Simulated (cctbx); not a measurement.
## What is wrong with this refinement?

Cell a = 10.2380 Å, b = 10.2380 Å, c = 10.2380 Å, α = 90.00°, β = 90.00°, γ = 90.00°; space group Pm-3m (no. 221).

The data are simulated with cctbx, not measured: Mo Kα, λ = 0.71073 Å, to d = 0.77 Å, 80 % of the full sphere, strongest reflection 5000 counts, noise from counting, a 1.5 % proportional error and a noise floor of 8 counts (s.d.); no absorption.

An anisotropic refinement with weights 1/σ² prints:

```text
Rint 0.053, 297 unique reflections to 0.77 A
cycle     R1     wR2    GooF  max shift (A)
   1  0.1728  0.3067  18.923   0.01303
   2  0.1721  0.3016  18.607   0.00000
final R1 0.1721 wR2 0.3016 GooF 18.607  parameters 12  data/parameter 24.8
atom        x        y        z      Ueq    occ   su(xyz)  su(Uiso or U11)
Pb1    0.73637  0.50000  0.73637   0.0091  1.000  0.00038  0.0019
Pb2    0.65378  0.00000  0.65378   0.0085  1.000  0.00042  0.0018
Pb3    0.15960  0.15960  0.15960   0.0061  1.000  0.00038  0.0015
Pb4    0.50000  0.50000  0.50000   0.0081  1.000  0.00000  0.0039
difference map: max 198.50 min -10.36 rms 4.07
Q1    0.0000  0.0000  0.5000    3  198.50  3.82 A from Pb1
Q2    0.0000  0.3544  0.3544   12   13.87  0.12 A from Pb2
Q3    0.2821  0.2821  0.5000   12    9.72  0.27 A from Pb1
Q4    0.0683  0.0683  0.4468   24    8.15  2.88 A from Pb1
Q5    0.1512  0.1512  0.1512    8    7.86  0.15 A from Pb3
Q6    0.0000  0.0000  0.3869    6    7.42  3.28 A from Pb3
```

Q: Accept it or mend it, and why?

Mend it. The fault: an atom left out, Ce at (0, 1/2, 0). Against the right model at the same level, R1 goes from 0.0093 to 0.1721 and GooF from 0.92 to 18.61 and the top difference peak, 198.5 e/Å³, lies 3.82 Å from Pb1. Q1 is the missing atom. With scattering power missing, scale and phases suffer, so peaks may also grow on the heavy atoms.

The compound is CePb11. The right model at the same level gives:

```text
Rint 0.053, 297 unique reflections to 0.77 A
cycle     R1     wR2    GooF  max shift (A)
   1  0.0150  0.0245   1.515   0.00019
   2  0.0093  0.0148   0.918   0.00000
final R1 0.0093 wR2 0.0148 GooF 0.918  parameters 14  data/parameter 21.2
atom        x        y        z      Ueq    occ   su(xyz)  su(Uiso or U11)
Pb1    0.73548  0.50000  0.73548   0.0113  1.000  0.00002  0.0001
Pb2    0.65350  0.00000  0.65350   0.0091  1.000  0.00002  0.0001
Pb3    0.15942  0.15942  0.15942   0.0078  1.000  0.00002  0.0001
Pb4    0.50000  0.50000  0.50000   0.0088  1.000  0.00000  0.0002
Ce1    0.00000  0.50000  0.00000   0.0156  1.000  0.00000  0.0003
difference map: max 2.22 min -1.99 rms 0.42
Q1    0.3451  0.5000  0.5000    6    2.28  1.59 A from Pb4
Q2    0.0000  0.0000  0.1831    6    2.00  2.32 A from Pb3
Q3    0.5000  0.5000  0.5000    1    1.53  0.00 A from Pb4
Q4    0.3763  0.3763  0.3763    8    1.51  2.06 A from Pb1
Q5    0.1009  0.1009  0.3460   24    1.33  2.09 A from Pb3
Q6    0.1583  0.5000  0.5000    6    1.32  2.64 A from Pb1
```

This is a model crystal, built by substitution and not relaxed, with assumed displacement parameters.

[Middle refinement cycles are left out of these outputs.]

[Logs are printed without paths, hosts, clocks, repeated set-up lines and the standing remarks that a program may print on its own settings, such as how far it seeks lower states.]
